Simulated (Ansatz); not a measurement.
# CN and Li on Zr(0001), fcc start, 2x2 cell: photoemission fingerprints, part 3 of 4

What would XPS and UPS show for CN and Li on Zr(0001), fcc start, 2x2 cell?

Ansatz 0.2.0; DFT, PBE, plane-wave PAW, default files, scalar-relativistic.

So far, work function, upper face (eV): step 2 (the clean face) 4.16; step 3 (relaxing the atoms) 2.58.

## 4. Layer-resolved bands, DOS and potential

The main run: bands along the zone's path, each state's share in the top and middle regions, the DOS and the planar potential. The cell holds 4 small cells, so the bands are unfolded.

Contents of input.yaml:

```yaml
crystal:
  lattice:
    - [6.46, 0.0, 0.0]
    - [3.23, 5.5945241084, 0.0]
    - [0.0, 0.0, 25.085]
  atoms:
    - { symbol: "N", position: [-0.1332108143, 0.3082701756, 0.6590090738] }
    - { symbol: Li, position: [0.91456808, 1.0357143835, 0.7048859632] }
    - { symbol: C, position: [0.1109902596, 0.1837333514, 0.6571271932] }
    - { symbol: Zr, position: [-0.0097586001, 0.0021536347, 0.5962712913] }
    - { symbol: Zr, position: [0.4557194518, 0.0230382986, 0.6164019227] }
    - { symbol: Zr, position: [-0.0142847844, 0.5268557934, 0.6120708651] }
    - { symbol: Zr, position: [0.5266857222, 0.4887794122, 0.6195050959] }
    - { symbol: Zr, position: [0.8352452605, 0.3444339061, 0.5052624309] }
    - { symbol: Zr, position: [0.3359335079, 0.3425588588, 0.5127355696] }
    - { symbol: Zr, position: [0.8230275196, 0.8331555168, 0.5036613036] }
    - { symbol: Zr, position: [0.3501558603, 0.8193067712, 0.5080520568] }
    - { symbol: Zr, position: [0.0, 0.0, 0.402033088] }
    - { symbol: Zr, position: [0.5, 0.0, 0.402033088] }
    - { symbol: Zr, position: [0.0, 0.5, 0.402033088] }
    - { symbol: Zr, position: [0.5, 0.5, 0.402033088] }
    - { symbol: Zr, position: [0.833333333, 0.333333333, 0.298983456] }
    - { symbol: Zr, position: [0.333333333, 0.333333333, 0.298983456] }
    - { symbol: Zr, position: [0.833333333, 0.833333333, 0.298983456] }
    - { symbol: Zr, position: [0.333333333, 0.833333333, 0.298983456] }
kpoints:
  mp_grid: { grid: [6, 6, 1] }
scf:
  occupations: { method: fermi_dirac, width: 0.05 }
  n_extra_bands: 26
hamiltonian:
  xc: pbe
  pseudopotentials: { kind: paw }
output:
  forces: true
  write_potential: true
  volumetric_format: []
  efg: { contact_densities: true }
  dos:
    projected:
      site_lists:
        adsorbate: [0, 1, 2]
        layer_1: [3, 4, 5, 6]
        layer_2: [7, 8, 9, 10]
        layer_3: [11, 12, 13, 14]
        other_layers: [15, 16, 17, 18]
    de: 0.05
    e_range: [-30, 12]
    method: { smearing: { sigma: 0.15, scheme: gaussian } }
  eigenstates:
    kpoints:
      - [0.33333333, -0.33333333, 0.0]
      - [0.25, -0.375, 0.0]
      - [0.16666667, -0.41666667, 0.0]
      - [0.08333333, -0.45833333, 0.0]
      - [0.0, 0.5, 0.0]
      - [-0.08333333, 0.45833333, 0.0]
      # [... 29 more points ...]
      - [0.25, 0.5, 0.0]
      - [0.29166667, -0.41666667, 0.0]
    e_range: [-8.0, 4.0]
    unfold:
      supercell_matrix: [[2, 0, 0], [0, 2, 0], [0, 0, 1]]
      layers:
        axis: 3
        edges: [0.139526, 0.427439, 0.427539, 0.58218, 0.58228, 0.864342]
efield:
  axis: 3
  dipole_correction: true
```

Run with:

```sh
$ ansatz run input.yaml --threads 8 --pin off --max-ram 20480MiB --backend cpu --events-out ev --progress --plain --runs-dir out
```

Numbers of over 12 decimals in the logs are rounded to 6 here.

The program printed:

```text
[...]
Zr: output.efg is read without spin–orbit coupling, which moves field gradients at and beside such atoms by some per cent and up to a factor of two; PAW files take it under magnetization.noncollinear and magnetization.spin_orbit
[...]
Crystal: 19 atoms, lattice volume = 906.588 Å³
Basis set: ecut = 420 eV, 17735 PW (Γ), exchange–correlation on 90×90×360 points (8 copies of the dense FFT grid, shifted against one another)
Bands: 128, of which v1, the nominal top of the filled ones, is band 102 counted from 1 (101 counted from 0)
Symmetry: 1 space group operations
[...]
k-points: 20 of 36 (time reversal used)
[...]
SCF iter   1: F=—  HF=-67776.371201 eV  |F-HF|=—  |Δ(HF+E_count)|=         —  Δρ=5.31e-3  dr2=2.90e0  ethr=1.77e-3  p=0.355 e·Å  D=7.10e-2 V/Å  ΔV_dip=-1.78 eV  dr2_dipole=4.55e-1  V_vac-E_F(+/−)=2.38/4.17 eV  ⟨swp⟩=8.5  Hψ=11779  notcnv=0  defer=2
[...]
SCF iter   9: F=-67776.316880 eV  HF=-67776.316880 eV  |F-HF|=1.06e-8  |Δ(HF+E_count)|=   1.12e-9  Δρ=7.90e-7  dr2=1.88e-8  ethr=4.90e-11  p=0.329 e·Å  D=6.56e-2 V/Å  ΔV_dip=-1.64 eV  dr2_dipole=6.48e-10  V_vac-E_F(+/−)=2.58/4.22 eV  ⟨swp⟩=23.6  Hψ=19698  notcnv=0
[...]
SCF 1 converged in 9 iterations: F = -67776.316880 eV  dr2 = 1.88e-8
[...]
efield: sawtooth ramp at fractional position 0.9519 (kept from the solve that this one continues, or follows in the run), width 0.1000; the density the first Hamiltonian is built on has a dipole p = 0.329 e·Å; the dipole correction subtracts the counter field D = 6.56e-2 V/Å, which shifts the + side's vacuum level by -1.64 eV against the − side's; the planar-averaged density in the ramp window peaks in size at 1.6e-5 e/Å³
[...]
SCF converged after 9 iterations
Free energy (F): -67776.316880 eV
[...]
Internal energy: -67776.119184 eV  (E = F + TS)
E sigma→0 (E₀):  -67776.218032 eV
Entropy (-TS):   -0.197697 eV (-10.405 meV/atom)
Fermi energy:    4.118517 eV
Dipole field:    D = 0.065556 V/Å  (p = 0.328446 e·Å, saw-weighted, corrected)
Work function:   Φ+ = 2.5797 eV   Φ− = 4.2239 eV
[...]
--- Forces (eV/Å), atoms counted from 1 ---
  atom   1  N      0.02353870    -0.00093226    -0.00459596
  atom   2  Li    -0.00016251    -0.00307180     0.00265887
  atom   3  C     -0.01994851    -0.00359470     0.00569114
  atom   4  Zr     0.00764530     0.01152687    -0.00065380
  atom   5  Zr    -0.00053622    -0.01412794     0.00193464
  atom   6  Zr    -0.00366960    -0.00056823    -0.00247129
  atom   7  Zr    -0.01452795     0.00282698    -0.00090862
  atom   8  Zr     0.00358547     0.00113289     0.00314644
  atom   9  Zr     0.00354977    -0.00094920     0.00373000
  atom  10  Zr    -0.00132254     0.00276765    -0.00161835
  atom  11  Zr     0.00528194     0.00304471    -0.00324672
  atom  12  Zr    -0.02000391    -0.05877819    -0.88569277
  atom  13  Zr    -0.05632174     0.10729281    -0.39852146
  atom  14  Zr     0.10667690    -0.00217329    -0.56633041
  atom  15  Zr    -0.05545802    -0.05229516    -0.36125443
  atom  16  Zr    -0.00243128    -0.02157554     0.55524148
  atom  17  Zr     0.00751795    -0.00101762     0.54960454
  atom  18  Zr     0.02576845     0.00826640     0.54688872
  atom  19  Zr    -0.00917167     0.02223057     0.55643243
  max |Σ_I F_I| component: 3.45e-5 eV/Å
--- PAW observables at the nuclei: V_zz in 10²¹ V/m², potentials from the cell's mean, atoms counted from 1 ---
  atom   1  N  V_zz =    -0.851787   η = 0.3075   by run symmetry: allowed
            electrostatic potential = -509.157390 V   contact ρ = 1415.329113 e/Å³
  atom   2  Li V_zz =    +0.208110   η = 0.7205   by run symmetry: allowed
            electrostatic potential = -164.173807 V   contact ρ = 94.428162 e/Å³
  atom   3  C  V_zz =    +1.322962   η = 0.3750   by run symmetry: allowed
            electrostatic potential = -410.634336 V   contact ρ = 869.837489 e/Å³
  atom   4  Zr V_zz =   +11.326388   η = 0.5953   by run symmetry: allowed
            electrostatic potential = -5917.652720 V   contact ρ = 490531.274674 e/Å³
  atom   5  Zr V_zz =   -15.034622   η = 0.6197   by run symmetry: allowed
            electrostatic potential = -5917.178882 V   contact ρ = 490531.718935 e/Å³
  atom   6  Zr V_zz =   -12.715405   η = 0.9382   by run symmetry: allowed
            electrostatic potential = -5917.275934 V   contact ρ = 490529.271108 e/Å³
  atom   7  Zr V_zz =   -14.879702   η = 0.5489   by run symmetry: allowed
            electrostatic potential = -5916.841205 V   contact ρ = 490531.133947 e/Å³
  atom   8  Zr V_zz =    +3.208389   η = 0.8924   by run symmetry: allowed
            electrostatic potential = -5917.508214 V   contact ρ = 490537.338650 e/Å³
  atom   9  Zr V_zz =    +2.513564   η = 0.1429   by run symmetry: allowed
            electrostatic potential = -5917.296343 V   contact ρ = 490535.440648 e/Å³
  atom  10  Zr V_zz =    +5.157578   η = 0.8070   by run symmetry: allowed
            electrostatic potential = -5917.529989 V   contact ρ = 490537.953506 e/Å³
  atom  11  Zr V_zz =    -3.831593   η = 0.7555   by run symmetry: allowed
            electrostatic potential = -5917.438591 V   contact ρ = 490537.221729 e/Å³
  atom  12  Zr V_zz =    +3.589865   η = 0.2475   by run symmetry: allowed
            electrostatic potential = -5917.320660 V   contact ρ = 490537.440695 e/Å³
  atom  13  Zr V_zz =    +2.686587   η = 0.2859   by run symmetry: allowed
            electrostatic potential = -5917.323623 V   contact ρ = 490536.931904 e/Å³
  atom  14  Zr V_zz =    +2.508559   η = 0.3472   by run symmetry: allowed
            electrostatic potential = -5917.365235 V   contact ρ = 490537.238414 e/Å³
  atom  15  Zr V_zz =    +1.907485   η = 0.2746   by run symmetry: allowed
            electrostatic potential = -5917.346123 V   contact ρ = 490536.631687 e/Å³
  atom  16  Zr V_zz =    +3.602192   η = 0.0833   by run symmetry: allowed
            electrostatic potential = -5916.894454 V   contact ρ = 490539.700252 e/Å³
  atom  17  Zr V_zz =    +3.224564   η = 0.0248   by run symmetry: allowed
            electrostatic potential = -5916.905071 V   contact ρ = 490539.575580 e/Å³
  atom  18  Zr V_zz =    +3.641779   η = 0.0784   by run symmetry: allowed
            electrostatic potential = -5916.900750 V   contact ρ = 490539.763994 e/Å³
  atom  19  Zr V_zz =    +3.478364   η = 0.1182   by run symmetry: allowed
            electrostatic potential = -5916.897349 V   contact ρ = 490539.668443 e/Å³
--- Band table (eV; the first three rows and the last of 20) ---
  k-point 0: bands = [... 98 lower, 4.2599, 4.3986, 4.4834, 4.5772, 4.5966, 4.7033, 4.7721, 4.8606, ... 22 higher]
  k-point 1: bands = [... 98 lower, 4.1812, 4.3250, 4.4130, 4.4260, 4.4801, 4.5866, 4.6183, 4.6828, ... 22 higher]
  k-point 2: bands = [... 98 lower, 3.9076, 4.0242, 4.0877, 4.1159, 4.2247, 4.2773, 4.3264, 4.3793, ... 22 higher]
  k-point 19: bands = [... 98 lower, 3.7025, 3.7227, 3.8270, 3.9047, 3.9956, 4.0237, 4.0366, 4.2065, ... 22 higher]
```

It took 2.5 min on 8 threads of AMD EPYC 7R43, shared host; peak memory 7.1 GiB.

In the SCF lines HF is the Harris–Foulkes energy and dr2 the Hartree energy of the density residual, in eV; the loop may stop once dr2 is under the threshold and the program's other checks hold. Hψ counts applications of the Hamiltonian.

This step gave:

| Quantity | Value |
| --- | --- |
| Fermi energy | 4.119 eV |
| share of occupied states in no projected shell | 0.0077 of the occupied states in the window |
| DOS at the Fermi level | 24.18 states/eV/cell |

A(k,E), total over k along the path and E. Zero: Fermi level.

Ten even steps from '0' (0.03 eV⁻¹) to '9' (7.29 eV⁻¹), each cell a mean:
```
122222455554444565322334332221
111233234688888753334544443211
222333334579997544344333333322
555444344565556654333332344455
555433345544334454432111123455
444554454321111234332222223444
665556532111111112333333333456
655433321100000011223333334456
334433222100000012333222334433
111232112211011122223344443211
000012111221112211123333321000
000000111111111111121000000000
000000011111111111100000000000
000000001011111111000000000000
000000001110000110000000000000
000000000112112100000000000000
000000000011111000000000000000
000000000001111000000000000000
000000000000000000000000000000
000000000000000000000000000000
000000000000000000000000000000
000000000000000000000000000000
```
Columns: k along the path (Å⁻¹) from 0 to 3.07; rows upwards: E (eV) from -7.7 to 1.82.

A(k,E), top over k along the path and E. Zero: Fermi level.

Values in eV⁻¹, 12 rows by 16 columns, each cell a mean:
```
0.40 0.46 0.51 0.56 0.76 1.00 1.13 1.12 1.00 0.71 0.52 0.58 0.61 0.64 0.53 0.41
0.59 0.59 0.54 0.50 0.66 0.91 1.03 1.02 0.83 0.62 0.57 0.59 0.58 0.59 0.61 0.60
0.67 0.69 0.66 0.63 0.65 0.66 0.64 0.64 0.66 0.66 0.60 0.42 0.33 0.40 0.56 0.65
0.62 0.63 0.70 0.72 0.56 0.41 0.35 0.37 0.42 0.50 0.52 0.48 0.46 0.48 0.57 0.63
0.58 0.58 0.61 0.61 0.51 0.34 0.32 0.31 0.37 0.54 0.52 0.47 0.47 0.50 0.55 0.58
0.21 0.22 0.23 0.25 0.32 0.43 0.42 0.43 0.41 0.30 0.33 0.39 0.40 0.37 0.25 0.20
0.06 0.07 0.07 0.09 0.13 0.13 0.14 0.14 0.14 0.14 0.10 0.09 0.10 0.08 0.07 0.06
0.05 0.05 0.05 0.06 0.09 0.10 0.10 0.10 0.10 0.09 0.06 0.06 0.06 0.06 0.05 0.05
0.22 0.22 0.24 0.29 0.35 0.39 0.38 0.38 0.38 0.31 0.25 0.21 0.19 0.19 0.20 0.21
0.41 0.41 0.42 0.44 0.48 0.52 0.54 0.53 0.49 0.45 0.43 0.40 0.38 0.39 0.40 0.41
0.09 0.10 0.10 0.10 0.11 0.15 0.20 0.18 0.12 0.10 0.10 0.12 0.14 0.13 0.11 0.09
0.02 0.02 0.02 0.02 0.02 0.03 0.03 0.03 0.03 0.02 0.02 0.02 0.02 0.02 0.02 0.02
```
Columns: k along the path (Å⁻¹) from 0 to 3.07; rows upwards: E (eV) from -7.7 to 1.82.

A(k,E), middle over k along the path and E. Zero: Fermi level.

Values in eV⁻¹, 12 rows by 16 columns, each cell a mean:
```
0.42 0.53 0.62 0.81 1.15 1.51 1.46 1.48 1.39 1.00 0.91 1.05 1.03 0.86 0.58 0.43
0.54 0.70 0.91 0.90 1.01 1.40 1.82 1.68 1.15 0.90 0.92 0.88 0.90 0.93 0.68 0.54
1.17 1.16 0.94 0.87 1.02 0.94 0.67 0.76 1.03 0.90 0.66 0.48 0.43 0.65 1.15 1.17
1.81 1.36 1.13 1.04 0.66 0.30 0.22 0.24 0.42 0.79 0.86 0.82 0.83 0.90 1.25 1.81
1.19 1.36 1.09 0.78 0.50 0.21 0.15 0.16 0.29 0.60 0.78 0.80 0.76 0.90 1.22 1.17
0.22 0.32 0.69 0.55 0.40 0.46 0.36 0.40 0.46 0.44 0.74 1.08 1.14 1.00 0.47 0.22
0.07 0.08 0.14 0.46 0.42 0.34 0.31 0.31 0.38 0.48 0.45 0.22 0.19 0.14 0.08 0.07
0.03 0.04 0.04 0.11 0.41 0.35 0.40 0.38 0.39 0.32 0.08 0.06 0.05 0.05 0.04 0.03
0.02 0.03 0.03 0.04 0.10 0.34 0.37 0.38 0.24 0.06 0.04 0.04 0.04 0.03 0.03 0.02
0.02 0.02 0.03 0.03 0.05 0.10 0.16 0.13 0.07 0.04 0.03 0.03 0.03 0.03 0.02 0.02
0.01 0.01 0.01 0.01 0.02 0.03 0.05 0.04 0.02 0.02 0.01 0.01 0.02 0.01 0.01 0.01
0.01 0.01 0.01 0.01 0.01 0.01 0.02 0.01 0.01 0.01 0.01 0.01 0.01 0.01 0.01 0.01
```
Columns: k along the path (Å⁻¹) from 0 to 3.07; rows upwards: E (eV) from -7.7 to 1.82.

A(k,E), bottom over k along the path and E. Zero: Fermi level.

Ten even steps from '0' (0.01 eV⁻¹) to '9' (4.13 eV⁻¹), each cell a mean:
```
111112345432223454211233321111
001122223577777642223443332100
112322233469997543333222233321
654333333565445543333222233456
554322234433333444321111112345
334454443211111134321111112333
544456421000000012332222223345
443222210000000000122222223344
123321111000000001222222223321
000122111100000012122333442100
000001111111001211112333210000
000000111112221111111000000000
000000011111111111100000000000
000000001011111011000000000000
000000000110000110000000000000
000000000011111000000000000000
000000000000000000000000000000
000000000000000000000000000000
000000000000000000000000000000
000000000000000000000000000000
000000000000000000000000000000
000000000000000000000000000000
```
Columns: k along the path (Å⁻¹) from 0 to 3.07; rows upwards: E (eV) from -7.7 to 1.82.

Peaks of A(k,E) at the labelled points: for each region the eleven nearest the zero at most, each over 6 % of that point's highest, less those above the energy where the solved bands run out; weight and spread sum the levels within three half widths or 0.3 eV, so near peaks share levels. Peaks of the spectral function, the first 40 of 76 rows:

| point | weight on | E (eV) | A (1/eV) | weight near the peak | rms spread of levels (eV) |
| --- | --- | --- | --- | --- | --- |
| K | total | -5 | 0.396 | 0.191 | 0 |
| K | total | -1.24 | 5.381 | 6.413 | 0.322 |
| K | total | -0.76 | 4.588 | 5.664 | 0.31 |
| K | total | 0.12 | 5.885 | 4.814 | 0.192 |
| K | total | 1.8 | 1.655 | 1.177 | 0.174 |
| K | top | -5.92 | 0.517 | 0.455 | 0.147 |
| K | top | -5.72 | 0.504 | 0.455 | 0.147 |
| K | top | -5 | 0.351 | 0.187 | 0 |
| K | top | -1.3 | 0.709 | 0.857 | 0.324 |
| K | top | 0.32 | 0.885 | 0.946 | 0.275 |
| K | top | 1.7 | 0.418 | 0.423 | 0.27 |
| K | middle | -1.26 | 2.291 | 2.601 | 0.311 |
| K | middle | 0.04 | 1.359 | 1.143 | 0.248 |
| K | middle | 1.8 | 0.596 | 0.428 | 0.167 |
| K | bottom | -1.24 | 2.388 | 2.969 | 0.326 |
| K | bottom | -0.76 | 2.307 | 2.418 | 0.255 |
| K | bottom | 0.14 | 3.782 | 2.757 | 0.118 |
| K | bottom | 1.82 | 0.667 | 0.406 | 0.121 |
| Γ | total | -6.08 | 0.888 | 0.678 | 0.154 |
| Γ | total | -5.82 | 0.874 | 1.207 | 0.384 |
| Γ | total | -5.02 | 1.866 | 1.366 | 0.115 |
| Γ | total | -4.02 | 1.673 | 0.908 | 0 |
| Γ | total | -3.16 | 1.805 | 1.481 | 0.232 |
| Γ | total | -2.7 | 1.336 | 1.717 | 0.299 |
| Γ | total | -1.74 | 0.629 | 0.396 | 0.289 |
| Γ | total | 0.9 | 8.395 | 9.32 | 0.279 |
| Γ | top | -6.08 | 0.688 | 0.574 | 0.153 |
| Γ | top | -5.84 | 0.622 | 0.574 | 0.153 |
| Γ | top | -5.22 | 0.64 | 0.656 | 0.313 |
| Γ | top | -4.02 | 0.121 | 0.04 | 0 |
| Γ | top | -2.66 | 0.54 | 0.466 | 0.246 |
| Γ | top | -1.74 | 0.376 | 0.314 | 0.279 |
| Γ | top | -0.96 | 0.392 | 0.307 | 0.25 |
| Γ | top | -0.6 | 0.348 | 0.305 | 0.326 |
| Γ | top | 0.14 | 0.986 | 0.931 | 0.227 |
| Γ | top | 1.36 | 1.319 | 1.552 | 0.309 |
| Γ | middle | -5.02 | 0.53 | 0.379 | 0.113 |
| Γ | middle | -4.02 | 0.693 | 0.397 | 0 |
| Γ | middle | -3.16 | 0.431 | 0.428 | 0.239 |
| Γ | middle | -2.7 | 0.493 | 0.507 | 0.279 |

The DOS has structure finer than the step of the table below, so its rows give means over 2 eV, whole bins alone (the curve runs from -29.4 to 1.52 eV). Peaks (eV: height): total -26.7: 98.5, 0.3: 29.5; Zr 4d -0.9: 21.7, 0.3: 25.1; Zr 5s -4.5: 1.70, -3.9: 3.16, -3.1: 4.27, -2.6: 6.66; N 2p -17.9: 0.442, -9.0: 1.98, -6.0: 3.54, -5.1: 1.88; Zr 5p* -17.9: 0.349, 0.5: 1.95, 1.4: 1.95.

* holds the states left over by the projection beside any projected weight of its own, shared among the starred shells. DOS against E, zero at the Fermi level; means over each step; 7 of 11 lines; values in states/eV/cell:

| E (eV) | total | Zr 4d | Zr 5s | N 2p | Zr 5p* | C 2p | C 2s |
| --- | --- | --- | --- | --- | --- | --- | --- |
| -28 | 14.0 | 0.137 | 0.113 | 0.0212 | 0 | 0.0189 | 0.0155 |
| -26 | 34.0 | 0.228 | 0.137 | 0.0117 | 0 | 0.0254 | 0.00597 |
| -24 | 0 | 0 | 0 | 0 | 0 | 0 | 0 |
| -22 | 0 | 0 | 0 | 0 | 0 | 0 | 0 |
| -20 | 0 | 0 | 0 | 0 | 0 | 0 | 0 |
| -18 | 1.000 | 0.0630 | 0.0414 | 0.0624 | 0.0493 | 0.125 | 0.173 |
| -16 | 0 | 0 | 0 | 0 | 0 | 0 | 0 |
| -14 | 0 | 0 | 0 | 0 | 0 | 0 | 0 |
| -12 | 0 | 0 | 0 | 0 | 0 | 0 | 0 |
| -10 | 0.573 | 0.0850 | 0.0260 | 0.171 | 0.0142 | 0.0111 | 0.158 |
| -8 | 0.427 | 0.0632 | 0.0196 | 0.128 | 0.0106 | 0.00828 | 0.118 |
| -6 | 2.72 | 0.369 | 0.298 | 1.18 | 0.0580 | 0.703 | 0.0715 |
| -4 | 2.80 | 0.417 | 2.01 | 0.121 | 0.0780 | 0.111 | 0.0478 |
| -2 | 17.9 | 13.5 | 3.17 | 0.251 | 0.433 | 0.441 | 0.0296 |
| 0 | 25.3 | 21.5 | 1.71 | 0.163 | 1.39 | 0.222 | 0.0263 |

Simulated valence spectra by photon energy, shown to 13 eV, since a deeper line would dwarf them at some energies; the 100 % can be that line's tail at the edge; this run's widths, added to any smearing of the DOS itself: Gaussian 0.1 eV, Lorentzian 0.05 eV plus 0.05 an eV of depth. Table of intensity by binding energy, zero at the Fermi level; values in % of the maximum within 13 eV:

| binding energy (eV) | 21.2 eV | 60 eV | 1486.7 eV | 2150 eV | 9251.7 eV |
| --- | --- | --- | --- | --- | --- |
| -1.0 | 1.03 | 0.463 | 1.53 | 1.75 | 2.71 |
| -0.5 | 2.11 | 0.724 | 2.61 | 2.85 | 3.69 |
| 0.0 | 49.5 | 9.72 | 49.2 | 49.3 | 41.0 |
| 0.5 | 90.5 | 17.3 | 92.2 | 92.4 | 75.4 |
| 1.0 | 96.7 | 24.5 | 94.5 | 94.4 | 74.9 |
| 1.5 | 87.5 | 27.7 | 80.8 | 80.7 | 71.6 |
| 2.0 | 82.5 | 30.2 | 79.7 | 81.6 | 92.3 |
| 2.5 | 49.1 | 14.9 | 56.0 | 60.2 | 97.7 |
| 3.0 | 12.3 | 5.28 | 18.3 | 21.8 | 59.5 |
| 3.5 | 5.22 | 4.23 | 8.58 | 11.0 | 38.0 |
| 4.0 | 4.10 | 5.17 | 6.22 | 8.31 | 31.5 |
| 4.5 | 5.98 | 10.8 | 4.90 | 6.31 | 22.0 |
| 5.0 | 29.1 | 59.2 | 10.4 | 11.0 | 22.1 |
| 5.5 | 30.0 | 61.5 | 7.22 | 7.46 | 12.3 |
| 6.0 | 43.4 | 89.7 | 8.67 | 8.70 | 13.0 |
| 6.5 | 7.86 | 16.5 | 2.76 | 3.11 | 5.62 |
| 7.0 | 2.36 | 5.52 | 1.90 | 2.31 | 4.51 |
| 7.5 | 1.20 | 3.81 | 1.89 | 2.31 | 4.48 |
| 8.0 | 0.746 | 4.70 | 2.30 | 2.73 | 4.90 |
| 8.5 | - | 12.6 | 4.45 | 4.80 | 6.87 |
| 9.0 | - | 46.9 | 13.4 | 13.4 | 14.8 |
| 9.5 | - | 14.0 | 5.01 | 5.40 | 7.63 |
| 10.0 | - | 4.09 | 2.55 | 3.09 | 5.68 |
| 10.5 | - | 2.05 | 2.12 | 2.72 | 5.51 |
| 11.0 | - | 1.33 | 2.04 | 2.69 | 5.65 |
| 11.5 | - | 0.995 | 2.07 | 2.76 | 5.93 |
| 12.0 | - | 0.822 | 2.15 | 2.89 | 6.27 |
| 12.5 | - | 0.732 | 2.27 | 3.06 | 6.68 |

Maxima picked by a test of local sharpness, so broad peaks and shoulders can be missing; peaks within 0.45 eV of a curve's cut are left out. Valence peaks, by row:

| photon energy (eV) | binding energy (eV) | height (% of the maximum within 13 eV) | main shell | its share (%) |
| --- | --- | --- | --- | --- |
| 21.2 | 5.85 | 48.52 | N 2p | 56.35 |
| 21.2 | 5.1 | 31.27 | N 2p | 44.65 |
| 21.2 | 1.7 | 91.81 | Zr 4d | 87.59 |
| 21.2 | 0.9 | 100 | Zr 4d | 92.12 |
| 21.2 | 0.15 | 87.72 | Zr 4d | 94.14 |
| 60 | 26.85 | 29.83 | Zr 4p | 92.06 |
| 60 | 17.85 | 25.77 | N 2s | 56.69 |
| 60 | 9 | 47.85 | N 2p | 48.9 |
| 60 | 5.85 | 100 | N 2p | 75.68 |
| 60 | 5.1 | 63.82 | N 2p | 60.58 |
| 60 | 2 | 30.31 | N 2p | 40.34 |
| 60 | 0.15 | 17 | N 2p | 37.73 |
| 1487 | 26.75 | 731.3 | Zr 4p | 99.73 |
| 1487 | 17.85 | 14.82 | N 2s | 47.92 |
| 1487 | 9 | 13.65 | N 2s | 35.08 |
| 1487 | 5.8 | 9.702 | Zr 4d | 56.23 |
| 1487 | 5.05 | 10.79 | Zr 4d | 42.81 |
| 1487 | 1.7 | 86.29 | Zr 4d | 91.56 |
| 1487 | 0.8 | 100 | Zr 4d | 94.86 |
| 1487 | 0.15 | 87.08 | Zr 4d | 94.59 |
| 2150 | 26.75 | 1017 | Zr 4p | 99.79 |
| 2150 | 17.9 | 16.62 | Zr 4p | 44.37 |
| 2150 | 9 | 13.6 | N 2s | 34.35 |
| 2150 | 5.8 | 9.707 | Zr 4d | 50.58 |
| 2150 | 5.05 | 11.39 | Zr 4d | 36.64 |
| 2150 | 1.7 | 86.85 | Zr 4d | 87.89 |
| 2150 | 0.8 | 100 | Zr 4d | 92.62 |
| 2150 | 0.15 | 87.14 | Zr 4d | 92.09 |
| 9252 | 26.75 | 2302 | Zr 4p | 99.83 |
| 9252 | 17.9 | 25.61 | Zr 4p | 64.9 |
| 9252 | 9 | 14.99 | N 2s | 28.66 |
| 9252 | 5.8 | 14.53 | Zr 5s | 60 |
| 9252 | 4.95 | 22.35 | Zr 5s | 71.54 |
| 9252 | 4.45 | 22.37 | Zr 5s | 83.45 |
| 9252 | 3.85 | 37.26 | Zr 5s | 88.83 |
| 9252 | 3.05 | 60.11 | Zr 5s | 86.31 |
| 9252 | 2.55 | 100 | Zr 5s | 74.31 |
| 9252 | 2.15 | 97.36 | Zr 5s | 61.2 |
| 9252 | 0.8 | 79.2 | Zr 4d | 61.18 |
| 9252 | 0.15 | 72.09 | Zr 4d | 58.25 |

(Continued in part 4 of 4.)

[Logs are printed without paths, hosts, clocks, repeated set-up lines and the standing remarks that a program may print on its own settings, such as how far it seeks lower states.]

[Hosts, paths, dates, database ids (printed as entryN), source tags and the programs' standing remarks are cut or masked in the printed files.]

[Maps of the electrostatic potential energy from Ansatz leave out the sawtooth potential of an applied field or a dipole correction, so their vacuum need not be flat; work functions include it.]
